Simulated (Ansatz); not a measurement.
**G0W0 on several functionals: SiO2 (P4_32_12)**

Aim: G0W0 for SiO2 (P4_32_12) on several starting functionals, at one mesh, band count and screening cutoff.

Program: Ansatz 0.2.0. Level of theory: G0W0 on several functionals, plane waves, PAW. Results are calculated unless marked as measured.

In doubt: masses and optical values from hybrid runs of this build are listed as unsure (steps 3, 4), which bears on the screening that GW takes from such a start.

## (1) Starting point

Symmetry: P4_32_12, No. 96, tetragonal system. Conventional cell: a = 4.933 Å, b = 4.933 Å, c = 6.465 Å, α = 90.00°, β = 90.00°, γ = 90.00°. Nearest to Si lie 4 O at 1.62 Å. O has 2 Si at 1.62 Å nearest. Farther neighbours and most contacts between anions are not listed.

The cell and positions come from the Crystallography Open Database and are kept as given unless a step says otherwise.

## (2) G0W0 on LDA

Now the one-shot GW correction: screening in the RPA, then the self-energy of the levels asked for. This step takes PAW set soft_1 files.

This step: G0W0 on LDA, plane waves, PAW; PAW set soft_1.

input.yaml reads:

```yaml
crystal:
  lattice:
    - [4.9329, 0.0, 0.0]
    - [0.0, 4.9329, 0.0]
    - [0.0, 0.0, 6.4645]
  atoms:
    - { symbol: Si, position: [0.817705, 0.817705, 0.5] }
    - { symbol: Si, position: [0.682295, 0.317705, 0.25] }
    - { symbol: Si, position: [0.182295, 0.182295, 0.0] }
    - { symbol: Si, position: [0.317705, 0.682295, 0.75] }
    - { symbol: O, position: [0.26834, 0.36457, 0.80193] }
    - { symbol: O, position: [0.13543, 0.76834, 0.55193] }
    - { symbol: O, position: [0.73166, 0.63543, 0.30193] }
    - { symbol: O, position: [0.86457, 0.23166, 0.05193] }
    - { symbol: O, position: [0.76834, 0.13543, 0.44807] }
    - { symbol: O, position: [0.63543, 0.73166, 0.69807] }
    - { symbol: O, position: [0.23166, 0.86457, 0.94807] }
    - { symbol: O, position: [0.36457, 0.26834, 0.19807] }
kpoints:
  mp_grid: { grid: [4, 4, 2] }
hamiltonian:
  xc: lda
  pseudopotentials: { kind: paw, azcp: { folder: soft_1 }, xc_functional: pbe }
scf:
  occupations: { method: fixed }
gw:
  n_empty_bands: 400
  ecut_chi: 108
  qp_bands: [v4, c4]
  qp_kpoints: band_edges
  screening: { model: contour_deformation }
```

Started as:

```console
> ansatz run input.yaml --threads 3 --pin off --max-ram 92160MiB --backend cuda --events-out ev --progress --plain --runs-dir out --devices 1 --max-vram 13GiB
```

Numbers of over 12 decimals in the logs are rounded to 6 here.

Output:

```text
GPUs: using 1 of 1 available (devices: 1).
Engine: ansatz 0.2.0, x86_64-unknown-linux-gnu
Pseudopotentials: kind: paw
Pseudopotential: Si, paw, valence charge 4, recommended cutoff 420 eV (normal), soft_1/Si.paw.azcp
Pseudopotential: O, paw, valence charge 6, recommended cutoff 420 eV (normal), soft_1/O.paw.azcp
Functional definition: SPW92
  exchange = slater_x
  correlation = pw_c
device memory: the entry about to start is reckoned to put 2.3 GiB on a device that reports 47.4 GiB free (of which the cap on the GPU budget leaves the run 13.0 GiB)
GPU FFT provider: cuFFT
GPU libraries: cuBLAS 13.8.2, cuFFT 12.4.0, cuSOLVER 12.3.4
Crystal: 12 atoms, lattice volume = 157.304 Å³
Basis set: ecut = 420 eV, 3097 PW (Γ)
Bands: 44, of which v1, the nominal top of the filled ones, is band 32 counted from 1 (31 counted from 0)
Symmetry: 8 space group operations
Space group: P43212 (ITA 96), of the structure as read, at distance tolerance 5.4e-5 Å
k-points: 12 of 32
Non-local potential: Si, projectors of the file, l = 0: 2, l = 1: 2, l = 2: 1
Non-local potential: O, projectors of the file, l = 0: 2, l = 1: 2, l = 2: 1
PAW form: soft (Blöchl's): semilocal exchange-correlation on the pseudo side does not see the compensation charge
PAW frozen core: Si, regenerated for the run's functional, and the local potential with it (the file was generated under x = pbe(κ = 0.804, μ = 0.219515), c = pbe(β = 0.066725))
PAW frozen core: O, regenerated for the run's functional, and the local potential with it (the file was generated under x = pbe(κ = 0.804, μ = 0.219515), c = pbe(β = 0.066725))
PAW one-centre angular grid: Si, 110 points (default); XC on 64 Gauss nodes
PAW one-centre angular grid: O, 110 points (default); XC on 64 Gauss nodes
Initial density: superposition of atomic densities (chi_scale 0.1, normalization cell, long waves kept (reshape's long-wave potential 0.01 eV rms))
Initial wavefunctions: pseudopotential atomic-orbital guess
GPU buffer pool allocated for 58320 grid points (all kernels)
GPU transforms: local potential and band sums: pruned to the plane-wave sphere, on 36×36×45
Functional: x = slater, c = lda
SCF iter   1: F=—  HF=-6896.770291 eV  |F-HF|=—  |Δ(HF+E_count)|=         —  Δρ=1.21e-1  dr2=2.05e1  ethr=3.10e-3  ⟨swp⟩=4.6  Hψ=2141  notcnv=0  defer=106
preconditioner: auto → Resta (q_TF=auto, 2.349 Å⁻¹)  ε∞=2.8  [insulator: Δε(μ)=6.942 eV  Ē_g=17.744 eV  n_scr=36 (ndim 8)  ℏωp=23.7 eV  f_vac=0.038  ε∞_Penn≈2.8]
SCF iter   2: F=—  HF=-6891.007446 eV  |F-HF|=—  |Δ(HF+E_count)|=    5.76e0  Δρ=4.23e-2  dr2=1.15e0  ethr=3.10e-3  ⟨swp⟩=3.5  Hψ=1258  notcnv=0  defer=105
SCF iter   3: F=—  HF=-6890.757626 eV  |F-HF|=—  |Δ(HF+E_count)|=   2.50e-1  Δρ=2.00e-2  dr2=3.57e-1  ethr=1.80e-3  ⟨swp⟩=2.0  Hψ=489  notcnv=0  defer=114
SCF iter   4: F=—  HF=-6890.678483 eV  |F-HF|=—  |Δ(HF+E_count)|=   7.91e-2  Δρ=1.41e-3  dr2=2.16e-3  ethr=5.59e-4  ⟨swp⟩=3.2  Hψ=859  notcnv=0  defer=116
SCF iter   5: F=—  HF=-6890.679903 eV  |F-HF|=—  |Δ(HF+E_count)|=   1.42e-3  Δρ=1.96e-4  dr2=1.14e-4  ethr=3.37e-6  ⟨swp⟩=2.2  Hψ=803  notcnv=0  defer=116
SCF iter   6: F=—  HF=-6890.679918 eV  |F-HF|=—  |Δ(HF+E_count)|=   1.54e-5  Δρ=5.52e-5  dr2=7.45e-6  ethr=1.78e-7  ⟨swp⟩=2.9  Hψ=827  notcnv=0  defer=116
SCF iter   7: F=—  HF=-6890.679919 eV  |F-HF|=—  |Δ(HF+E_count)|=   1.04e-6  Δρ=8.07e-6  dr2=1.61e-7  ethr=1.16e-8  ⟨swp⟩=2.2  Hψ=854  notcnv=0  defer=108
SCF iter   8: F=-6890.679919 eV  HF=-6890.679919 eV  |F-HF|=2.53e-9  |Δ(HF+E_count)|=   5.65e-8  Δρ=1.79e-6  dr2=4.60e-9  ethr=1.56e-10  ⟨swp⟩=13.3  Hψ=2577  notcnv=0
SCF 1 converged in 8 iterations: F = -6890.679919 eV  dr2 = 4.60e-9
  greatest PAW one-centre occupation: 0.855 electrons in one spin orbital (limit 2), on the O atom at site 11 (counted from 0), in its partial waves of l = 0
device memory: the entry about to start is reckoned to put 2.9 GiB (of the 3.0 GiB reckoned in all, the device holds 0.1 GiB already) on a device that reports 47.9 GiB free (of which the cap on the GPU budget leaves the run 13.0 GiB)
NSCF: frozen V_eff on 12 k-points
the band table was solved once the SCF had ended and its energy, with any forces and stress, was formed, with the checks that follow a solve (2335 applications of the Hamiltonian). They found nothing against the state; the energy, forces and stress were not computed again (output.eigenvalues in the input reference)
device memory: the entry about to start is reckoned to put 6.3 GiB on a device that reports 47.9 GiB free (of which the cap on the GPU budget leaves the run 13.0 GiB)
NSCF: frozen V_eff on 12 k-points
G₀W₀ screening: q 1/12
[... further progress lines ...]
SCF converged after 8 iterations
Free energy (F): -6890.679919 eV
Harris-Foulkes:  -6890.679919 eV  (|F-HF|=2.53e-9)
Internal energy: -6890.679919 eV  (E = F + TS)
E sigma→0 (E₀):  -6890.679919 eV
Fermi energy:    1.864915 eV
--- Per-component energies (eV) ---
  E_band       = -319.506535
  E_kinetic    = 1543.702937
  E_local      = -4055.782201  (includes V_loc(G=0)·N_el)
  E_nonlocal   = 527.814358
  E_hartree    = 1480.253700
  E_xc         = -789.861394
  E_vxc        = -920.189812  (∫ρ·V_xc dr)
  E_paw        = -3163.614322  (= ΣΔE_a)
  E_vpaw       = -375.567467  (= ΣTr[D̂ρ^β])
  E_aug_tail   = 0.006853  (compensation charges beyond the density's cutoff)
  E_ewald      = -2434.312545
  E_core_change = 1.112695  (= ΣΔE_core)
  E_smearing   = -0.000000  (= −TS)
  E_closure    = 0.000000  (closes the sum)
  Σ components = -6890.679919   (vs F -6890.679919, Δ=0.00e0)
--- Band table (eV; the first three rows and the last of 12) ---
  k-point 0: bands = [... 28 lower, 1.0212, 1.3943, 1.3943, 1.8649, 7.3450, 10.3793, 10.3793, 11.0016, ... 8 higher]
  k-point 1: bands = [... 28 lower, 1.1362, 1.1362, 1.4453, 1.4453, 8.7514, 8.7514, 10.7765, 10.7765, ... 8 higher]
  k-point 2: bands = [... 28 lower, 0.9199, 1.3051, 1.3273, 1.6950, 8.0317, 10.5255, 10.5266, 10.7721, ... 8 higher]
  k-point 11: bands = [... 28 lower, 1.3601, 1.3601, 1.3601, 1.3601, 10.6760, 10.6760, 10.6760, 10.6760, ... 8 higher]
--- G₀W₀: contour deformation, 5 samples at zero and on the imaginary axis and 2 off it, 32 q-points, 400 empty bands' worth ---
  eigenvalues of the whole cell's RPA ε∞ on this k-mesh (on a slab, of 1 + 4πα/V) = 2.3348, 2.4018, 2.4018; static W/v taken at q = 0 is 0.422210
  gw.qp_kpoints: band_edges: 11 of 12 stored k-points solved, in 1 pass; an edge of the gap read off the rows below is read off those points alone
    valence top: of the k-points left out ik 8 came nearest to being solved in a further pass, in band 32 (counted from 1, as in the quasiparticle table): it holds the edge there only if its correction is more favourable than any solved in that band by at least 0.522 eV; those differ by 0.070 eV
    conduction bottom: of the k-points left out ik 8 came nearest to being solved in a further pass, in band 33 (counted from 1, as in the quasiparticle table): it holds the edge there only if its correction is more favourable than any solved in that band by at least 2.448 eV; those differ by 0.484 eV
    ik  band        ε_KS         Σx   Σc(E_QP)       V_xc       Z   E_QP_lin       E_QP  E_QP is
     0    29      1.0212   -26.4456     4.3084   -20.5834  0.8030    -0.5537    -0.5327  root
     0    30      1.3943   -26.7510     4.3279   -20.9059  0.8027    -0.1426    -0.1229  root
     0    31      1.3943   -26.7510     4.3279   -20.9059  0.8027    -0.1426    -0.1229  root
     0    32      1.8649   -26.7181     4.2683   -20.9828  0.8039     0.3801     0.3979  root
     0    33      7.3450    -7.8905    -3.4585   -12.8979  0.8640     8.9066     8.8938  root
     0    34     10.3793    -6.3174    -4.0285   -12.2218  0.8568    12.2784    12.2551  root
     0    35     10.3793    -6.3174    -4.0285   -12.2218  0.8568    12.2784    12.2551  root
     0    36     11.0016    -6.0269    -4.0452   -12.0065  0.8578    12.9611    12.9360  root
     1    29      1.1362   -26.3311     4.3113   -20.4612  0.8028    -0.4437    -0.4224  root
     1    30      1.1362   -26.3311     4.3113   -20.4612  0.8028    -0.4437    -0.4224  root
     1    31      1.4453   -26.3183     4.2950   -20.4921  0.8030    -0.1062    -0.0859  root
     1    32      1.4453   -26.3183     4.2950   -20.4921  0.8030    -0.1062    -0.0859  root
     1    33      8.7514    -8.8963    -3.5407   -14.1958  0.8546    10.5284    10.5102  root
     1    34      8.7514    -8.8963    -3.5407   -14.1958  0.8546    10.5284    10.5102  root
     1    35     10.7765    -5.9516    -4.0747   -11.9298  0.8568    12.7042    12.6799  root
     1    36     10.7765    -5.9516    -4.0747   -11.9298  0.8568    12.7042    12.6799  root
     2    29      0.9199   -26.2731     4.3292   -20.3616  0.8021    -0.6848    -0.6625  root
     2    30      1.3051   -26.6494     4.3259   -20.7991  0.8026    -0.2392    -0.2192  root
     2    31      1.3273   -26.6342     4.3260   -20.7793  0.8027    -0.2218    -0.2016  root
     2    32      1.6950   -26.4881     4.2587   -20.7381  0.8037     0.1850     0.2037  root
     2    33      8.0317    -8.2896    -3.4698   -13.3909  0.8600     9.6780     9.6632  root
     2    34     10.5255    -6.4987    -3.9457   -12.3106  0.8559    12.4149    12.3917  root
     2    35     10.5266    -6.4290    -4.0069   -12.3215  0.8556    12.4360    12.4121  root
     2    36     10.7721    -7.7760    -4.0665   -13.8838  0.8518    12.8416    12.8134  root
[...]
11    29      1.3601   -26.4664     4.2934   -20.6572  0.8026    -0.1755    -0.1556  root
    11    30      1.3601   -26.4664     4.2934   -20.6572  0.8026    -0.1755    -0.1556  root
    11    31      1.3601   -26.4664     4.2934   -20.6572  0.8026    -0.1755    -0.1556  root
    11    32      1.3601   -26.4664     4.2934   -20.6572  0.8026    -0.1755    -0.1556  root
    11    33     10.6760    -8.3046    -3.9358   -14.2336  0.8474    12.6973    12.6692  root
    11    34     10.6760    -8.3046    -3.9358   -14.2336  0.8474    12.6973    12.6692  root
    11    35     10.6760    -8.3046    -3.9358   -14.2336  0.8474    12.6973    12.6692  root
    11    36     10.6760    -8.3046    -3.9358   -14.2336  0.8474    12.6973    12.6692  root
```

Run time: 24 s. Hardware: 1 × NVIDIA H100 80GB HBM3 (shared by 6 runs) with 3 threads of AMD EPYC 7R13 (Zen 3), shared host; peak memory 1.7 GiB.

Numbers from this step:

```yaml
bands_summed: 432
rpa_eps_infinity_on_this_mesh_eigenvalues: 2.335, 2.402, 2.402
plane_waves_in_the_screening_matrix: 387
q_points_in_the_mesh: 32
g0w0_gap_on_the_mesh: 8.496 eV
k_of_the_valence_top: 0, 0, 0
k_of_the_conduction_bottom: 0, 0, 0
starting_gap_on_the_mesh: 5.480 eV
z_at_the_valence_top: 0.8039
z_at_the_conduction_bottom: 0.8640
least_direct_g0w0_gap_on_the_computed_points: 8.496 eV
```

The gap on the mesh goes from 5.48 eV to 8.50 eV, a correction of +3.02 eV. Between the two edge states, bare exchange in place of the xc potential would open the gap by 10.74 eV, and correlation takes back 7.73 eV.

## (3) G0W0 on HSE06

One-shot GW remembers its start. Another functional's orbitals and levels show by how much.

This step: G0W0 on HSE06, plane waves, PAW; PAW set soft_1.

Changes to input.yaml since step 2:

```diff
@@ -21,4 +21,4 @@
 hamiltonian:
-  xc: lda
-  pseudopotentials: { kind: paw, azcp: { folder: soft_1 }, xc_functional: pbe }
+  xc: hse06
+  pseudopotentials: { kind: paw, azcp: { folder: soft_1 } }
 scf:
```

Output:

```text
GPUs: using 1 of 1 available (devices: 1).
[...]
davidson cushion auto → on  (no smearing: the cushion is to keep the highest requested band from converging to the state above it; pin scf.eigensolver.cushion to override)
[...]
GPU FFT provider: cuFFT
GPU libraries: cuBLAS 13.8.2, cuFFT 12.4.0, cuSOLVER 12.3.4
Crystal: 12 atoms, lattice volume = 157.304 Å³
Basis set: ecut = 420 eV, 3097 PW (Γ)
Bands: 44, of which v1, the nominal top of the filled ones, is band 32 counted from 1 (31 counted from 0)
[... 1 set-up line as in the run before ...]
[...]
k-points: 12 of 32
[...]
GPU buffer pool allocated for 58320 grid points (all kernels)
[...]
SCF iter   1: F=—  HF=-7102.602351 eV  |F-HF|=—  |Δ(HF+E_count)|=         —  Δρ=1.30e-1  dr2=2.39e1  ethr=1.00e-1  ⟨swp⟩=5.1  Hψ=1931  notcnv=0
[...]
SCF iter   5: F=-7096.170503 eV  HF=-7096.171382 eV  |F-HF|=8.79e-4  |Δ(HF+E_count)|=   4.56e-3  Δρ=9.65e-4  dr2=1.39e-3  ethr=1.99e-5  ⟨swp⟩=2.9  Hψ=1219  notcnv=0
SCF 1 stopped early in 5 iterations: F = -7096.170503 eV  dr2 = 1.39e-3
[...]
GPU FFT provider: cuFFT
GPU libraries: cuBLAS 13.8.2, cuFFT 12.4.0, cuSOLVER 12.3.4
[...]
GPU buffer pool allocated for 58320 grid points (all kernels)
[...]
Frozen-core exchange: fock
[...]
Internal energy: -7097.530421 eV  (E = F + TS)
E sigma→0 (E₀):  -7097.530421 eV
Fermi energy:    0.864235 eV
[...]
--- Band table (eV; the first three rows and the last of 12) ---
  k-point 0: bands = [... 28 lower, -0.0035, 0.3697, 0.3697, 0.8642, 8.4137, 11.6190, 11.6190, 12.2870, ... 4 higher]
  k-point 1: bands = [... 28 lower, 0.1117, 0.1117, 0.4264, 0.4264, 9.8778, 9.8778, 12.0404, 12.0404, ... 4 higher]
  k-point 2: bands = [... 28 lower, -0.1169, 0.2797, 0.3021, 0.6915, 9.1226, 11.7620, 11.7721, 12.0475, ... 4 higher]
  k-point 11: bands = [... 28 lower, 0.3408, 0.3408, 0.3408, 0.3408, 11.9376, 11.9376, 11.9376, 11.9376, ... 4 higher]
  guard bands above this table: 4 of the run's 44 bands. The solve was not asked for them (output.publish_guard_bands: true or output.eigenvalues: true publishes all)
[...]
0    29     -0.0035   -26.5653     3.7847   -21.8858  0.8353    -0.9029    -0.8982  root
     0    30      0.3697   -26.8386     3.8100   -22.1739  0.8349    -0.4892    -0.4850  root
     0    31      0.3697   -26.8386     3.8100   -22.1739  0.8349    -0.4892    -0.4850  root
     0    32      0.8642   -26.8215     3.7801   -22.2224  0.8356     0.0414     0.0452  root
     0    33      8.4137    -7.3220    -3.1350   -11.4368  0.8883     9.3971     9.3936  root
     0    34     11.6190    -5.9321    -3.5613   -10.6398  0.8825    12.7710    12.7653  root
     0    35     11.6190    -5.9321    -3.5613   -10.6398  0.8825    12.7710    12.7653  root
     0    36     12.2870    -5.7142    -3.5743   -10.4626  0.8831    13.4672    13.4611  root
[...]
11    33     11.9376    -7.6077    -3.4660   -12.3426  0.8757    13.2139    13.2065  root
    11    34     11.9376    -7.6077    -3.4660   -12.3426  0.8757    13.2139    13.2065  root
    11    35     11.9376    -7.6077    -3.4660   -12.3426  0.8757    13.2139    13.2065  root
    11    36     11.9376    -7.6077    -3.4660   -12.3426  0.8757    13.2139    13.2065  root
[key lines of the parts left out:]
Free energy (F): -7097.530421 eV
```

It took 62 s on 1 × NVIDIA H100 80GB HBM3 (shared by 6 runs) with 3 threads; peak memory 2 GiB; 66 s of CPU time.

Numbers from this step:

```yaml
bands_summed: 432
rpa_eps_infinity_on_this_mesh_eigenvalues: 2.057, 2.102, 2.102
plane_waves_in_the_screening_matrix: 387
q_points_in_the_mesh: 32
g0w0_gap_on_the_mesh: 9.348 eV
k_of_the_valence_top: 0, 0, 0
k_of_the_conduction_bottom: 0, 0, 0
starting_gap_on_the_mesh: 7.550 eV
z_at_the_valence_top: 0.8356
z_at_the_conduction_bottom: 0.8883
least_direct_g0w0_gap_on_the_computed_points: 9.348 eV
```

Against the run with 4×4×2 mesh, 400 empty bands, screening to 108 eV, PAW set soft_1 files on LDA, the gap moves by +0.85 eV, while the start moved by +2.07 eV.

## (4) G0W0 on PBE0

This step: G0W0 on PBE0, plane waves, PAW; PAW set soft_1.

Changes to input.yaml since step 3:

```diff
@@ -21,3 +21,3 @@
 hamiltonian:
-  xc: hse06
+  xc: pbe0
   pseudopotentials: { kind: paw, azcp: { folder: soft_1 } }
```

Output:

```text
GPUs: using 1 of 1 available (devices: 1).
[...]
GPU FFT provider: cuFFT
GPU libraries: cuBLAS 13.8.2, cuFFT 12.4.0, cuSOLVER 12.3.4
Crystal: 12 atoms, lattice volume = 157.304 Å³
Basis set: ecut = 420 eV, 3097 PW (Γ)
Bands: 44, of which v1, the nominal top of the filled ones, is band 32 counted from 1 (31 counted from 0)
[... 1 set-up line as in the run before ...]
[...]
k-points: 12 of 32
[...]
0    35     11.9956    -5.9245    -3.4593   -10.2527  0.8881    12.8673    12.8644  root
     0    36     12.6629    -5.7098    -3.4729   -10.0803  0.8887    13.5637    13.5606  root
[...]
11    33     12.3158    -7.5839    -3.3609   -11.9355  0.8818    13.3105    13.3065  root
    11    34     12.3158    -7.5839    -3.3609   -11.9355  0.8818    13.3105    13.3065  root
    11    35     12.3158    -7.5839    -3.3609   -11.9355  0.8818    13.3105    13.3065  root
    11    36     12.3158    -7.5839    -3.3609   -11.9355  0.8818    13.3105    13.3065  root
[key lines of the parts left out:]
Free energy (F): -7098.935116 eV
Fermi energy:    0.458858 eV
```

Run time: 99 s. Hardware: 1 × NVIDIA H100 80GB HBM3 (shared by 6 runs) with 3 threads; peak memory 1.9 GiB.

This step gave:

| Item | Value |
| --- | --- |
| bands summed | 432 |
| RPA ε∞ on this mesh (eigenvalues) | 2.010, 2.051, 2.051 |
| plane waves in the screening matrix | 387 |
| G0W0 gap on the mesh | 9.557 eV |
| k of the valence top | 0, 0, 0 |
| k of the conduction bottom | 0, 0, 0 |
| starting gap on the mesh | 8.315 eV |
| least direct G0W0 gap on the computed points | 9.557 eV |

Against the run with 4×4×2 mesh, 400 empty bands, screening to 108 eV, PAW set soft_1 files on HSE06, the gap moves by +0.21 eV, while the start moved by +0.77 eV.

## (5) Side by side

All on the 4×4×2 mesh with 400 empty bands and screening to 108 eV. Times are wall times on 1 × NVIDIA H100 80GB HBM3 (shared by 6 runs) with 3 threads of AMD EPYC 7R13 (Zen 3), shared host, good to a factor of about two.

```tsv
start	starting gap (eV)	shift (eV)	G0W0 gap (eV)	RPA ε∞ (harmonic mean)	Z (valence, conduction)	time
LDA	5.48	+3.02	8.50	2.38	0.80, 0.86	24 s
HSE06	7.55	+1.80	9.35	2.09	0.84, 0.89	62 s
PBE0	8.32	+1.24	9.56	2.04	0.84, 0.89	99 s
```

How the two edges are built up, in eV (the quasiparticle level is the starting level plus Σx plus Σc less Vxc):

```tsv
run	edge	start	Σx	Σc	Vxc	Z	QP
LDA	valence top	1.86	-26.72	4.27	-20.98	0.80	0.40
LDA	conduction bottom	7.34	-7.89	-3.46	-12.90	0.86	8.89
HSE06	valence top	0.86	-26.82	3.78	-22.22	0.84	0.05
HSE06	conduction bottom	8.41	-7.32	-3.13	-11.44	0.89	9.39
PBE0	valence top	0.46	-26.82	3.66	-22.63	0.84	-0.08
PBE0	conduction bottom	8.77	-7.32	-3.05	-11.07	0.89	9.48
```

For a hybrid start, Vxc holds its share of exact exchange.

## (6) What came out

```yaml
g0w0_lda: 8.50 eV (start 5.48 eV)
g0w0_hse06: 9.35 eV (start 7.55 eV)
g0w0_pbe0: 9.56 eV (start 8.32 eV)
known_limits: not at the basis limit; coarse k mesh
```

The starting gaps span 2.84 eV and the G0W0 gaps 1.06 eV. Between LDA and PBE0, 1.06 eV of the 2.84 eV survives, 37 %. PBE0 screens less than LDA (ε∞ 2.04 against 2.38). Of the 1.06 eV by which its G0W0 gap is higher, the correlation part gives +1.02 eV, and exchange with the one-particle terms, which follow the orbitals, +0.04 eV. The smallest correction, +1.24 eV, is on PBE0, the start nearest to reproducing itself. Bands and cutoff are finite, so the gap is not at the basis limit. The miss can reach some tenths of an eV and take either sign; the mesh is an error of its own. The 4×4×2 mesh is coarse for this cell (its supercell is 13 Å along the shortest edge). The RPA ε∞ on it, from the LDA start, is 2.33 and 2.40; such meshes misread the long-range screening, most where the gap is narrow.

[Paths, hosts, dates, memory and timing lines, banners, echoed tables and standing remarks are left out of the program output.]

[Logs are printed without paths, hosts, clocks, repeated set-up lines and the standing remarks that a program may print on its own settings, such as how far it seeks lower states.]

[Runs of the session that timed out or met a known fault of the program may be left out.]

[Cells called generated may have been cut or substituted from an entry of the Crystallography Open Database or the Materials Project.]

[Hosts, paths, dates, database ids (printed as entryN), source tags and the programs' standing remarks are cut or masked in the printed files.]
